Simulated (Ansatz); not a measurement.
# Calculated records

**BiSBr (Pnma): band gap by G0W0 on LDA**

Symmetry: Pnma, No. 62, orthorhombic system. Conventional cell: a = 8.020 Å, b = 4.010 Å, c = 9.700 Å, α = 90.00°, β = 90.00°, γ = 90.00°. Nearest to Bi lie 4 S at 2.61 to 3.40 Å and 4 Br at 3.02 to 3.43 Å. S has 3 Bi at 2.61 to 2.70 Å nearest. Nearest to Br lie 4 Bi at 3.02 to 3.43 Å. Farther neighbours and most contacts between anions are not listed.

```
Bi S Br
1.0
     8.02000    0.00000    0.00000
     0.00000    4.01000    0.00000
     0.00000    0.00000    9.70000
Bi S Br
4 4 4
Direct
  0.14189 0.25000 0.86750
  0.85811 0.75000 0.13250
  0.64189 0.25000 0.63250
  0.35811 0.75000 0.36750
  0.83056 0.25000 0.94685
  0.16944 0.75000 0.05315
  0.33056 0.25000 0.55315
  0.66944 0.75000 0.44685
  0.51422 0.25000 0.17443
  0.48578 0.75000 0.82557
  0.01422 0.25000 0.32557
  0.98578 0.75000 0.67443
```

| Item | Value |
| --- | --- |
| method | DFT, LDA, plane waves, PAW (and 1 further level or step) |
| program | Ansatz 0.2.0 |
| settings of one run | cutoff 420 eV, 4×6×4 k-mesh, smearing width 0.02 eV, default PAW, PAW set soft 2 |
| cost | 2 runs, 65 s in all on 1 × NVIDIA GB200 (shared by 2 runs) with 16 threads of Arm Neoverse V2, shared host (the runs of this entry) |
| notes | Geometry: measured cell, ions relaxed with LDA. Limits: no spin-orbit coupling. |
| LDA gap over mesh and path | 1.780 eV, from k = (0.000, 0.167, 0.000) to k = (0.250, 0.000, 0.250) |
| G0W0@LDA gap over 15 of 16 irreducible mesh points | 2.521 eV, from k = (0.000, 0.167, 0.000) to k = Γ |
| GW settings | 2×6×2 mesh, 708 empty bands, screening to 100 eV, hard PAW files |
| known limits | finite bands, screening cutoff and k mesh; no spin-orbit coupling in G0W0 |

Over 15 of 16 irreducible mesh points the G0W0 gap is 2.521 eV, from k = (0.000, 0.167, 0.000) to k = Γ. The LDA gap of this run on the mesh is 1.889 eV. The two states that bound the G0W0 gap lie that far apart at the start, so the correction of the gap is 2.521 − 1.889 = +0.632 eV. The valence state moves by 7.881 − 8.067 = −0.186 eV and the conduction state by 10.402 − 9.956 = +0.446 eV, on the run's own scale; how far single levels stand from their limit in bands is not shown.

[Paths, hosts, dates, memory and timing lines, banners, echoed tables and standing remarks are left out of the program output.]

[Logs are printed without paths, hosts, clocks, repeated set-up lines and the standing remarks that a program may print on its own settings, such as how far it seeks lower states.]

[Runs of the session that timed out or met a known fault of the program may be left out.]

[Cells called generated may have been cut or substituted from an entry of the Crystallography Open Database or the Materials Project.]

[Hosts, paths, dates, database ids (printed as entryN), source tags and the programs' standing remarks are cut or masked in the printed files.]
